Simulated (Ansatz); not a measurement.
**Ru(0001) film, 5 layers, groove: surface scattering**

Aim: how much of the in-plane current does the surface defect in Ru(0001) film, 5 layers, groove reflect?

Calculated with Ansatz 0.2.0; Ansatz plane-wave DFT, PBE, PAW files; relaxation of the atoms about the surface defect; PAW set soft_1, in the first sound run; inputs show where later runs differ.

## (1) Starting point

The cell holds 77 atoms: 77 Ru. Its edges and angles: a = 19.564 Å, b = 2.706 Å, c = 37.493 Å, α = 90.0°, β = 90.0°, γ = 90.0°. It derives from Ru. Vacuum lies along a. The structure's axis is c.

## (2) Relaxing about the defect

The neighbours of the defect are let go while the lead's layers stay on their sites, since a lead must repeat to 0.01 Å.

e

Contents of input.yaml:

```yaml
crystal:
  lattice:
    - [19.5638, 0.0, 0.0]
    - [0.0, 2.7058, 0.0]
    - [0.0, 0.0, 37.492664601]
  atoms:
    - { symbol: Ru, position: [0.2300166634, 0.0, 0.0] }
    - { symbol: Ru, position: [0.2300166634, 0.5, 0.0625] }
    - { symbol: Ru, position: [0.3394509247, 0.0, 0.0416666667] }
    - { symbol: Ru, position: [0.3394509247, 0.5, 0.1041666667] }
    - { symbol: Ru, position: [0.4488851859, 0.0, 0.0] }
    - { symbol: Ru, position: [0.4488851859, 0.5, 0.0625] }
    - { symbol: Ru, position: [0.5583194471, 0.0, 0.0416666667] }
    - { symbol: Ru, position: [0.5583194471, 0.5, 0.1041666667] }
    - { symbol: Ru, position: [0.6677537084, 0.0, 0.0] }
    - { symbol: Ru, position: [0.6677537084, 0.5, 0.0625] }
    - { symbol: Ru, position: [0.2300166634, 0.0, 0.125] }
    - { symbol: Ru, position: [0.2300166634, 0.5, 0.1875] }
    - { symbol: Ru, position: [0.3394509247, 0.0, 0.1666666667] }
    - { symbol: Ru, position: [0.3394509247, 0.5, 0.2291666667] }
    - { symbol: Ru, position: [0.4488851859, 0.0, 0.125] }
    - { symbol: Ru, position: [0.4488851859, 0.5, 0.1875] }
    - { symbol: Ru, position: [0.5583194471, 0.0, 0.1666666667] }
    - { symbol: Ru, position: [0.5583194471, 0.5, 0.2291666667] }
    - { symbol: Ru, position: [0.6677537084, 0.0, 0.125] }
    - { symbol: Ru, position: [0.6677537084, 0.5, 0.1875] }
    - { symbol: Ru, position: [0.2300166634, 0.0, 0.25] }
    - { symbol: Ru, position: [0.2300166634, 0.5, 0.3125] }
    - { symbol: Ru, position: [0.3394509247, 0.0, 0.2916666667] }
    - { symbol: Ru, position: [0.3394509247, 0.5, 0.3541666667] }
    - { symbol: Ru, position: [0.4488851859, 0.0, 0.25] }
    - { symbol: Ru, position: [0.4488851859, 0.5, 0.3125] }
    - { symbol: Ru, position: [0.5583194471, 0.0, 0.2916666667] }
    - { symbol: Ru, position: [0.5583194471, 0.5, 0.3541666667] }
    - { symbol: Ru, position: [0.6677537084, 0.0, 0.25] }
    - { symbol: Ru, position: [0.6677537084, 0.5, 0.3125] }
    - { symbol: Ru, position: [0.2300166634, 0.0, 0.375] }
    - { symbol: Ru, position: [0.2300166634, 0.5, 0.4375] }
    - { symbol: Ru, position: [0.3394509247, 0.0, 0.4166666667] }
    - { symbol: Ru, position: [0.3394509247, 0.5, 0.4791666667] }
    - { symbol: Ru, position: [0.4488851859, 0.0, 0.375] }
    - { symbol: Ru, position: [0.4488851859, 0.5, 0.4375] }
    - { symbol: Ru, position: [0.5583194471, 0.0, 0.4166666667] }
    - { symbol: Ru, position: [0.5583194471, 0.5, 0.4791666667] }
    - { symbol: Ru, position: [0.6677537084, 0.0, 0.375] }
    - { symbol: Ru, position: [0.2300166634, 0.0, 0.5] }
    - { symbol: Ru, position: [0.2300166634, 0.5, 0.5625] }
    - { symbol: Ru, position: [0.3394509247, 0.0, 0.5416666667] }
    - { symbol: Ru, position: [0.3394509247, 0.5, 0.6041666667] }
    - { symbol: Ru, position: [0.4488851859, 0.0, 0.5] }
    - { symbol: Ru, position: [0.4488851859, 0.5, 0.5625] }
    - { symbol: Ru, position: [0.5583194471, 0.0, 0.5416666667] }
    - { symbol: Ru, position: [0.5583194471, 0.5, 0.6041666667] }
    - { symbol: Ru, position: [0.2300166634, 0.0, 0.625] }
    - { symbol: Ru, position: [0.2300166634, 0.5, 0.6875] }
    - { symbol: Ru, position: [0.3394509247, 0.0, 0.6666666667] }
    - { symbol: Ru, position: [0.3394509247, 0.5, 0.7291666667] }
    - { symbol: Ru, position: [0.4488851859, 0.0, 0.625] }
    - { symbol: Ru, position: [0.4488851859, 0.5, 0.6875] }
    - { symbol: Ru, position: [0.5583194471, 0.0, 0.6666666667] }
    - { symbol: Ru, position: [0.5583194471, 0.5, 0.7291666667] }
    - { symbol: Ru, position: [0.6677537084, 0.0, 0.625] }
    - { symbol: Ru, position: [0.6677537084, 0.5, 0.6875] }
    - { symbol: Ru, position: [0.2300166634, 0.0, 0.75] }
    - { symbol: Ru, position: [0.2300166634, 0.5, 0.8125] }
    - { symbol: Ru, position: [0.3394509247, 0.0, 0.7916666667] }
    - { symbol: Ru, position: [0.3394509247, 0.5, 0.8541666667] }
    - { symbol: Ru, position: [0.4488851859, 0.0, 0.75] }
    - { symbol: Ru, position: [0.4488851859, 0.5, 0.8125] }
    - { symbol: Ru, position: [0.5583194471, 0.0, 0.7916666667] }
    - { symbol: Ru, position: [0.5583194471, 0.5, 0.8541666667] }
    - { symbol: Ru, position: [0.6677537084, 0.0, 0.75] }
    - { symbol: Ru, position: [0.6677537084, 0.5, 0.8125] }
    - { symbol: Ru, position: [0.2300166634, 0.0, 0.875] }
    - { symbol: Ru, position: [0.2300166634, 0.5, 0.9375] }
    - { symbol: Ru, position: [0.3394509247, 0.0, 0.9166666667] }
    - { symbol: Ru, position: [0.3394509247, 0.5, 0.9791666667] }
    - { symbol: Ru, position: [0.4488851859, 0.0, 0.875] }
    - { symbol: Ru, position: [0.4488851859, 0.5, 0.9375] }
    - { symbol: Ru, position: [0.5583194471, 0.0, 0.9166666667] }
    - { symbol: Ru, position: [0.5583194471, 0.5, 0.9791666667] }
    - { symbol: Ru, position: [0.6677537084, 0.0, 0.875] }
    - { symbol: Ru, position: [0.6677537084, 0.5, 0.9375] }
kpoints:
  mp_grid: { grid: [1, 9, 1] }
hamiltonian:
  xc: pbe
  pseudopotentials: { kind: paw, azcp: { folder: soft_1 } }
scf:
  occupations: { method: fermi_dirac, width: 0.1 }
relax:
  f_tol: 0.03
  max_steps: 40
  constraints:
    - { sites: [0, 1, 2, 3, 4, 5, 6, 7, 8, 9, 10, 11, 12, 13, 14, 15, 16, 17, 18, 19, 20, 21, 22, 23, 24, 25, 26, 28, 29, 30, 31, 32, 33, 34, 35, 39, 40, 41, 42, 43, 44, 47, 48, 49, 50, 51, 52, 53, 54, 56, 57, 58, 59, 60, 61, 62, 63, 64, 65, 66, 67, 68, 69, 70, 71, 72, 73, 74, 75, 76] }
```

On the command line:

```sh
ansatz run input.yaml --threads 8 --pin off --max-ram 15360MiB --backend cpu --events-out ev --progress --plain --runs-dir out
```

Numbers of over 12 decimals in the logs are rounded to 6 here.

The log of the run:

```text
Engine: ansatz 0.2.0, x86_64-unknown-linux-gnu
Pseudopotentials: kind: paw
Pseudopotential: Ru, paw, valence charge 16, recommended cutoff 420 eV (normal), soft_1/Ru.paw.azcp
Functional definition: PBE
  parameter kappa = 0.804
  parameter beta = 0.066725
  exchange = pbe_x(kappa = kappa, mu = beta*pi^2/3)
  correlation = pbe_c(beta = beta)
Crystal: 77 atoms, lattice volume = 1984.702 Å³
Basis set: ecut = 420 eV, 39029 PW (Γ), exchange–correlation on 270×40×512 points (8 copies of the dense FFT grid, shifted against one another)
Bands: 740, of which v1, the nominal top of the filled ones, is band 616 counted from 1 (615 counted from 0)
Symmetry: 2 space group operations
Space group: Pm (ITA 6), of the structure as read, at distance tolerance 1.3e-4 Å
k-points: 5 of 9
Non-local potential: Ru, projectors of the file, l = 0: 3, l = 1: 2, l = 2: 2, l = 3: 1
PAW form: soft (Blöchl's): semilocal exchange-correlation on the pseudo side does not see the compensation charge
PAW one-centre angular grid: Ru, 590 points (default); XC on 64 Gauss nodes
Initial density: superposition of atomic densities (neutral atoms: chi_scale 0, normalization atom)
Initial wavefunctions: pseudopotential atomic-orbital guess
Functional: x = pbe(κ = 0.804, μ = 0.219515), c = pbe(β = 0.066725)
SCF iter   1: F=—  HF=-452678.320939 eV  |F-HF|=—  |Δ(HF+E_count)|=         —  Δρ=8.52e-2  dr2=2.39e2  ethr=3.10e-3  ⟨swp⟩=7.2  Hψ=14597  notcnv=0  defer=20
preconditioner: auto → LDOS  [metal: Δε(μ)=0.000 eV  Ē_g=4.832 eV  σ=0.100 eV  W_gap=0.00  n_scr=474 (ndim 8)  ℏωp=20.7 eV  f_vac=0.405  D(μ)=80.20/eV (n_scr^D=666)  β→1.0]
SCF iter   2: F=—  HF=-452683.413958 eV  |F-HF|=—  |Δ(HF+E_count)|=    5.09e0  Δρ=8.81e-2  dr2=1.98e2  ethr=3.10e-3  ⟨swp⟩=4.0  Hψ=10171  notcnv=0  defer=38
SCF iter   3: F=—  HF=-452628.658702 eV  |F-HF|=—  |Δ(HF+E_count)|=    5.48e1  Δρ=7.21e-3  dr2=1.72e0  ethr=3.10e-3  ⟨swp⟩=3.0  Hψ=9914  notcnv=0  defer=49
SCF iter   4: F=—  HF=-452628.623646 eV  |F-HF|=—  |Δ(HF+E_count)|=   3.51e-2  Δρ=3.58e-3  dr2=5.25e-1  ethr=1.40e-4  ⟨swp⟩=3.4  Hψ=8348  notcnv=0  defer=49
SCF iter   5: F=—  HF=-452628.529184 eV  |F-HF|=—  |Δ(HF+E_count)|=   9.45e-2  Δρ=1.02e-3  dr2=1.99e-2  ethr=4.26e-5  ⟨swp⟩=2.2  Hψ=5525  notcnv=0  defer=49
SCF iter   6: F=—  HF=-452628.536704 eV  |F-HF|=—  |Δ(HF+E_count)|=   7.52e-3  Δρ=3.59e-4  dr2=3.81e-3  ethr=1.62e-6  ⟨swp⟩=2.8  Hψ=7235  notcnv=0  defer=49
SCF iter   7: F=—  HF=-452628.538177 eV  |F-HF|=—  |Δ(HF+E_count)|=   1.47e-3  Δρ=1.15e-4  dr2=6.97e-4  ethr=3.09e-7  ⟨swp⟩=2.4  Hψ=5642  notcnv=0  defer=49
SCF iter   8: F=—  HF=-452628.538143 eV  |F-HF|=—  |Δ(HF+E_count)|=   3.41e-5  Δρ=5.15e-5  dr2=7.60e-5  ethr=5.65e-8  ⟨swp⟩=2.8  Hψ=6149  notcnv=0  defer=49
SCF iter   9: F=-452628.538175 eV  HF=-452628.538176 eV  |F-HF|=5.23e-7  |Δ(HF+E_count)|=   3.26e-5  Δρ=2.05e-5  dr2=1.02e-5  ethr=1.83e-9  ⟨swp⟩=5.0  Hψ=12102  notcnv=0
SCF 1 converged in 9 iterations: F = -452628.538175 eV  dr2 = 1.02e-5
  greatest PAW one-centre occupation: 1.000 electrons in one spin orbital (limit 2), on the Ru atom at site 14 (counted from 0), in its partial waves of l = 0
relax step   1: F+E_penalty+E_count = -452628.53817522 eV  Δ(F+E_penalty+E_count) = +0.000e0 eV  max|allowed force component| = 1.022e0 eV/Å  Δτ_max = 0.0000 Å  (9 SCF iters, dr2 threshold 2.25e-5 eV, accepted)
Initial density: handed on by an earlier stage of this run
Initial wavefunctions: those handed on with the density
iter 1 solved again at ethr=3.36e-4 eV; its pass at ethr=3.10e-3 eV (dr2=4.14e0 eV) is discarded
SCF iter   1: F=—  HF=-452628.864188 eV  |F-HF|=—  |Δ(HF+E_count)|=         —  Δρ=7.01e-3  dr2=3.59e0  ethr=3.36e-4  ⟨swp⟩=1.6  Hψ=11653  notcnv=0  defer=42
preconditioner: auto → LDOS  [metal: Δε(μ)=0.016 eV  Ē_g=4.425 eV  σ=0.100 eV  W_gap=0.04  n_scr=474 (ndim 8)  ℏωp=20.7 eV  f_vac=0.411  D(μ)=85.93/eV (n_scr^D=738)  β→1.0]
SCF iter   2: F=—  HF=-452628.760324 eV  |F-HF|=—  |Δ(HF+E_count)|=   1.04e-1  Δρ=2.61e-3  dr2=1.90e-1  ethr=2.92e-4  ⟨swp⟩=2.0  Hψ=5288  notcnv=0  defer=42
SCF iter   3: F=—  HF=-452628.744212 eV  |F-HF|=—  |Δ(HF+E_count)|=   1.61e-2  Δρ=1.29e-3  dr2=5.63e-2  ethr=1.54e-5  ⟨swp⟩=3.0  Hψ=8106  notcnv=0  defer=42
SCF iter   4: F=—  HF=-452628.729355 eV  |F-HF|=—  |Δ(HF+E_count)|=   1.49e-2  Δρ=2.10e-4  dr2=1.11e-3  ethr=4.57e-6  ⟨swp⟩=2.0  Hψ=6449  notcnv=0  defer=42
SCF iter   5: F=—  HF=-452628.729301 eV  |F-HF|=—  |Δ(HF+E_count)|=   5.45e-5  Δρ=6.94e-5  dr2=1.37e-4  ethr=9.01e-8  ⟨swp⟩=3.0  Hψ=8193  notcnv=0  defer=42
SCF iter   6: F=—  HF=-452628.729416 eV  |F-HF|=—  |Δ(HF+E_count)|=   1.15e-4  Δρ=3.15e-5  dr2=3.05e-5  ethr=1.11e-8  ⟨swp⟩=2.2  Hψ=5399  notcnv=0  defer=42
SCF iter   7: F=-452628.729431 eV  HF=-452628.729434 eV  |F-HF|=2.85e-6  |Δ(HF+E_count)|=   1.80e-5  Δρ=1.28e-5  dr2=6.80e-6  ethr=2.47e-9  ⟨swp⟩=4.0  Hψ=10622  notcnv=0
SCF 2 converged in 7 iterations: F = -452628.729431 eV  dr2 = 6.80e-6
  greatest PAW one-centre occupation: 1.000 electrons in one spin orbital (limit 2), on the Ru atom at site 27 (counted from 0), in its partial waves of l = 0
relax step   2: F+E_penalty+E_count = -452628.72943130 eV  Δ(F+E_penalty+E_count) = -1.913e-1 eV  max|allowed force component| = 7.546e-1 eV/Å  Δτ_max = 0.1951 Å  (7 SCF iters, dr2 threshold 6.53e-5 eV, accepted)
SCF iter   1: F=—  HF=-452628.792795 eV  |F-HF|=—  |Δ(HF+E_count)|=         —  Δρ=2.05e-3  dr2=2.55e-1  ethr=2.70e-4  ⟨swp⟩=3.2  Hψ=6925  notcnv=0  defer=42
preconditioner: auto → LDOS  [metal: Δε(μ)=0.007 eV  Ē_g=4.415 eV  σ=0.100 eV  W_gap=0.02  n_scr=474 (ndim 8)  ℏωp=20.7 eV  f_vac=0.411  D(μ)=86.65/eV (n_scr^D=742)  β→1.0]
SCF iter   2: F=—  HF=-452628.783458 eV  |F-HF|=—  |Δ(HF+E_count)|=   9.34e-3  Δρ=6.37e-4  dr2=2.05e-2  ethr=2.07e-5  ⟨swp⟩=2.0  Hψ=5123  notcnv=0  defer=42
SCF iter   3: F=—  HF=-452628.782902 eV  |F-HF|=—  |Δ(HF+E_count)|=   5.56e-4  Δρ=4.59e-4  dr2=6.58e-3  ethr=1.67e-6  ⟨swp⟩=3.0  Hψ=8032  notcnv=0  defer=42
SCF iter   4: F=—  HF=-452628.781267 eV  |F-HF|=—  |Δ(HF+E_count)|=   1.63e-3  Δρ=1.52e-4  dr2=5.66e-4  ethr=5.34e-7  ⟨swp⟩=2.2  Hψ=6709  notcnv=0  defer=42
SCF iter   5: F=—  HF=-452628.781153 eV  |F-HF|=—  |Δ(HF+E_count)|=   1.14e-4  Δρ=3.20e-5  dr2=5.57e-5  ethr=4.59e-8  ⟨swp⟩=2.6  Hψ=6493  notcnv=0  defer=42
SCF iter   6: F=-452628.781145 eV  HF=-452628.781146 eV  |F-HF|=1.12e-6  |Δ(HF+E_count)|=   7.55e-6  Δρ=1.06e-5  dr2=3.50e-6  ethr=2.89e-9  ⟨swp⟩=4.8  Hψ=11792  notcnv=0
SCF 3 converged in 6 iterations: F = -452628.781145 eV  dr2 = 3.50e-6
[...]
SCF iter   6: F=-452628.782147 eV  HF=-452628.782147 eV  |F-HF|=3.62e-8  |Δ(HF+E_count)|=   2.90e-7  Δρ=1.36e-6  dr2=5.30e-8  ethr=8.12e-12  ⟨swp⟩=5.0  Hψ=12449  notcnv=0
SCF 4 converged in 6 iterations: F = -452628.782147 eV  dr2 = 5.30e-8
relax step   4: F+E_penalty+E_count = -452628.78214716 eV  Δ(F+E_penalty+E_count) = -1.003e-3 eV  max|allowed force component| = 2.494e-2 eV/Å  Δτ_max = 0.0083 Å  (6 SCF iters, accepted)
SCF converged after 6 iterations
Free energy (F): -452628.782147 eV
Harris-Foulkes:  -452628.782147 eV  (|F-HF|=3.62e-8)
Internal energy: -452625.910256 eV  (E = F + TS)
E sigma→0 (E₀):  -452627.346202 eV
Entropy (-TS):   -2.871891 eV (-37.297 meV/atom)
Fermi energy:    10.007023 eV
--- Per-component energies (eV) ---
  E_band       = -20542.819995
  E_kinetic    = 35326.822607
  E_local      = -1113659.064449  (includes V_loc(G=0)·N_el)
  E_nonlocal   = 31825.786381
  E_hartree    = 532237.232557
  E_xc         = -13028.896874
  E_vxc        = -16469.302853  (∫ρ·V_xc dr)
  E_paw        = -269627.314163  (= ΣΔE_a)
  E_vpaw       = -22041.549964  (= ΣTr[D̂ρ^β])
  E_aug_tail   = 0.048557  (compensation charges beyond the density's cutoff)
  E_ewald      = 344299.475128
  E_smearing   = -2.871891  (= −TS)
  E_closure    = -0.000000  (closes the sum)
  Σ components = -452628.782147   (vs F -452628.782147, Δ=0.00e0)
--- Forces (eV/Å), atoms counted from 1 ---
  atom   1  Ru     0.55441728     0.00000000    -0.00143738
  atom   2  Ru     0.54639050     0.00000000    -0.00704247
  atom   3  Ru    -0.71744680     0.00000000     0.01014592
  atom   4  Ru    -0.71689219     0.00000000     0.01950914
  atom   5  Ru     0.00539981     0.00000000    -0.02083462
  atom   6  Ru    -0.00151185     0.00000000    -0.03183742
  atom   7  Ru     0.71023086     0.00000000     0.01212689
  atom   8  Ru     0.71663674     0.00000000     0.02363126
  atom   9  Ru    -0.54272678     0.00000000    -0.00352934
  atom  10  Ru    -0.55233921     0.00000000     0.00545621
  atom  11  Ru     0.55424925     0.00000000    -0.00804921
  atom  12  Ru     0.55183728     0.00000000    -0.00038621
  atom  13  Ru    -0.72530990     0.00000000     0.01925264
  atom  14  Ru    -0.69609529     0.00000000     0.00184680
  atom  15  Ru    -0.00058827     0.00000000    -0.02214670
  atom  16  Ru     0.00452646     0.00000000    -0.00778402
  atom  17  Ru     0.71515849     0.00000000    -0.00716185
  atom  18  Ru     0.77048344     0.00000000     0.03348719
  atom  19  Ru    -0.55006014     0.00000000    -0.01258237
  atom  20  Ru    -0.54745517     0.00000000     0.02325132
  atom  21  Ru     0.53249722     0.00000000     0.01139319
  atom  22  Ru     0.57980489     0.00000000     0.02545112
  atom  23  Ru    -0.70814620     0.00000000    -0.00758799
  atom  24  Ru    -0.58437358     0.00000000    -0.05323008
  atom  25  Ru    -0.01772267     0.00000000    -0.04057738
  atom  26  Ru    -0.00888237     0.00000000     0.06307347
  atom  27  Ru     0.56223946     0.00000000    -0.07791719
  atom  28  Ru     0.00252044     0.00000000     0.00193077
  atom  29  Ru    -0.52572302     0.00000000    -0.18782260
  atom  30  Ru    -0.56749238     0.00000000     0.09679748
  atom  31  Ru     0.54561691     0.00000000     0.03360787
  atom  32  Ru     0.54274467     0.00000000     0.01356215
  atom  33  Ru    -0.70196238     0.00000000    -0.03393028
  atom  34  Ru    -0.53496091     0.00000000    -0.04348669
  atom  35  Ru     0.16944656     0.00000000     0.16060652
  atom  36  Ru     0.19954095     0.00000000    -0.02713234
  atom  37  Ru    -0.01553456     0.00000000     0.02413388
  atom  38  Ru     0.00257928     0.00000000    -0.02494139
  atom  39  Ru     0.01230599     0.00000000    -0.02222742
  atom  40  Ru     0.46835287     0.00000000    -0.05432610
[...]
atom  66  Ru    -0.53115944     0.00000000     0.14559716
  atom  67  Ru    -0.53432992     0.00000000    -0.03348007
  atom  68  Ru     0.55017074     0.00000000    -0.00279172
  atom  69  Ru     0.55029404     0.00000000    -0.00501909
  atom  70  Ru    -0.71524395     0.00000000     0.01235696
  atom  71  Ru    -0.72331723     0.00000000     0.01994945
  atom  72  Ru     0.00288715     0.00000000    -0.02134503
  atom  73  Ru    -0.00484735     0.00000000    -0.01599839
  atom  74  Ru     0.72301593     0.00000000     0.00200072
  atom  75  Ru     0.71213146     0.00000000     0.02755104
  atom  76  Ru    -0.56199441     0.00000000     0.02511811
  atom  77  Ru    -0.54391561     0.00000000    -0.02463428
  max |Σ_I F_I| component: 1.15e-4 eV/Å
--- Relaxed structure (4 steps of the walk, 4 accepted, 0 SCFs on fresh bases) ---
  F+E_penalty+E_count = -452628.78214716 eV   max|allowed force component| = 2.494e-2 eV/Å
  atoms:
    - { symbol: Ru, position: [0.230017, 0.0, 0.0] }
    - { symbol: Ru, position: [0.230017, 0.500000, 0.062500] }
    - { symbol: Ru, position: [0.3394509247, 0.0, 0.0416666667] }
    - { symbol: Ru, position: [0.3394509247, 0.500000, 0.104167] }
    - { symbol: Ru, position: [0.4488851859, 0.0, 0.0] }
    - { symbol: Ru, position: [0.4488851859, 0.500000, 0.062500] }
    - { symbol: Ru, position: [0.558319, 0.0, 0.0416666667] }
    - { symbol: Ru, position: [0.558319, 0.500000, 0.104167] }
    - { symbol: Ru, position: [0.667754, 0.0, 0.0] }
    - { symbol: Ru, position: [0.667754, 0.500000, 0.062500] }
    - { symbol: Ru, position: [0.230017, 0.0, 0.125000] }
    - { symbol: Ru, position: [0.230017, 0.500000, 0.1875] }
    - { symbol: Ru, position: [0.3394509247, 0.0, 0.1666666667] }
    - { symbol: Ru, position: [0.3394509247, 0.500000, 0.229167] }
    - { symbol: Ru, position: [0.4488851859, 0.0, 0.125000] }
    - { symbol: Ru, position: [0.4488851859, 0.500000, 0.1875] }
    - { symbol: Ru, position: [0.558319, 0.0, 0.1666666667] }
    - { symbol: Ru, position: [0.558319, 0.500000, 0.229167] }
    - { symbol: Ru, position: [0.667754, 0.0, 0.125000] }
    - { symbol: Ru, position: [0.667754, 0.500000, 0.1875] }
    - { symbol: Ru, position: [0.230017, 0.0, 0.250000] }
    - { symbol: Ru, position: [0.230017, 0.500000, 0.3125] }
    - { symbol: Ru, position: [0.3394509247, 0.0, 0.2916666667] }
    - { symbol: Ru, position: [0.3394509247, 0.500000, 0.3541666667] }
    - { symbol: Ru, position: [0.4488851859, 0.0, 0.250000] }
    - { symbol: Ru, position: [0.4488851859, 0.500000, 0.3125] }
    - { symbol: Ru, position: [0.558319, 0.0, 0.2916666667] }
    - { symbol: Ru, position: [0.559951, 0.500000, 0.353908] }
    - { symbol: Ru, position: [0.667754, 0.0, 0.250000] }
    - { symbol: Ru, position: [0.667754, 0.500000, 0.3125] }
    - { symbol: Ru, position: [0.230017, 0.0, 0.375] }
    - { symbol: Ru, position: [0.230017, 0.500000, 0.437500] }
    - { symbol: Ru, position: [0.3394509247, 0.0, 0.4166666667] }
    - { symbol: Ru, position: [0.3394509247, 0.500000, 0.479167] }
    - { symbol: Ru, position: [0.4488851859, 0.0, 0.375] }
    - { symbol: Ru, position: [0.4488851859, 0.500000, 0.437500] }
    - { symbol: Ru, position: [0.559423, 0.0, 0.417396] }
    - { symbol: Ru, position: [0.555082, 0.500000, 0.478987] }
    - { symbol: Ru, position: [0.664107, 0.0, 0.372472] }
    - { symbol: Ru, position: [0.230017, 0.0, 0.500000] }
[...]
- { symbol: Ru, position: [0.667754, 0.0, 0.75] }
    - { symbol: Ru, position: [0.667754, 0.500000, 0.8125] }
    - { symbol: Ru, position: [0.230017, 0.0, 0.875000] }
    - { symbol: Ru, position: [0.230017, 0.500000, 0.937500] }
    - { symbol: Ru, position: [0.3394509247, 0.0, 0.9166666667] }
    - { symbol: Ru, position: [0.3394509247, 0.500000, 0.9791666667] }
    - { symbol: Ru, position: [0.4488851859, 0.0, 0.875000] }
    - { symbol: Ru, position: [0.4488851859, 0.500000, 0.937500] }
    - { symbol: Ru, position: [0.558319, 0.0, 0.9166666667] }
    - { symbol: Ru, position: [0.558319, 0.500000, 0.9791666667] }
    - { symbol: Ru, position: [0.667754, 0.0, 0.875000] }
    - { symbol: Ru, position: [0.667754, 0.500000, 0.937500] }
```

The job ended after 6.1 min (8 threads of Intel Xeon 6975P-C (Granite Rapids), shared host; peak memory 8.6 GiB; 45 min of CPU time).

The steps of the relaxation:

| step | energy less that of the first step (eV) | largest force component (eV/Å) |
| --- | --- | --- |
| 1 | 0.0000 | 1.0221 |
| 2 | -0.1913 | 0.7546 |
| 3 | -0.2430 | 0.0602 |
| 4 | -0.2440 | 0.0249 |

The run keeps the 2 symmetry operations that it works with, so distortions that break them were not tested.

The atoms that moved most (Å):

| atom | dx | dy | dz | length |
| --- | --- | --- | --- | --- |
| Ru56 | -0.071 | 0.000 | 0.103 | 0.125 |
| Ru39 | -0.071 | 0.000 | -0.095 | 0.119 |
| Ru38 | -0.063 | 0.000 | -0.007 | 0.064 |
| Ru47 | 0.044 | 0.000 | -0.036 | 0.057 |
| Ru46 | -0.053 | 0.000 | -0.004 | 0.054 |
| Ru37 | 0.022 | 0.000 | 0.027 | 0.035 |
| Ru28 | 0.032 | 0.000 | -0.010 | 0.033 |

This step gave:

```
free energy             : -452628.7821 eV
energy at zero smearing : -452627.3462 eV
Fermi energy            : 10.01 eV
```

The largest force component on a free atom ends at 0.025 eV/Å, under the tolerance of 0.03, after 4 steps.

(Part 1 of 2 ends here.)

[Logs are printed without paths, hosts, clocks, repeated set-up lines and the standing remarks that a program may print on its own settings, such as how far it seeks lower states.]

[Hosts, paths, dates, database ids (printed as entryN), source tags and the programs' standing remarks are cut or masked in the printed files.]
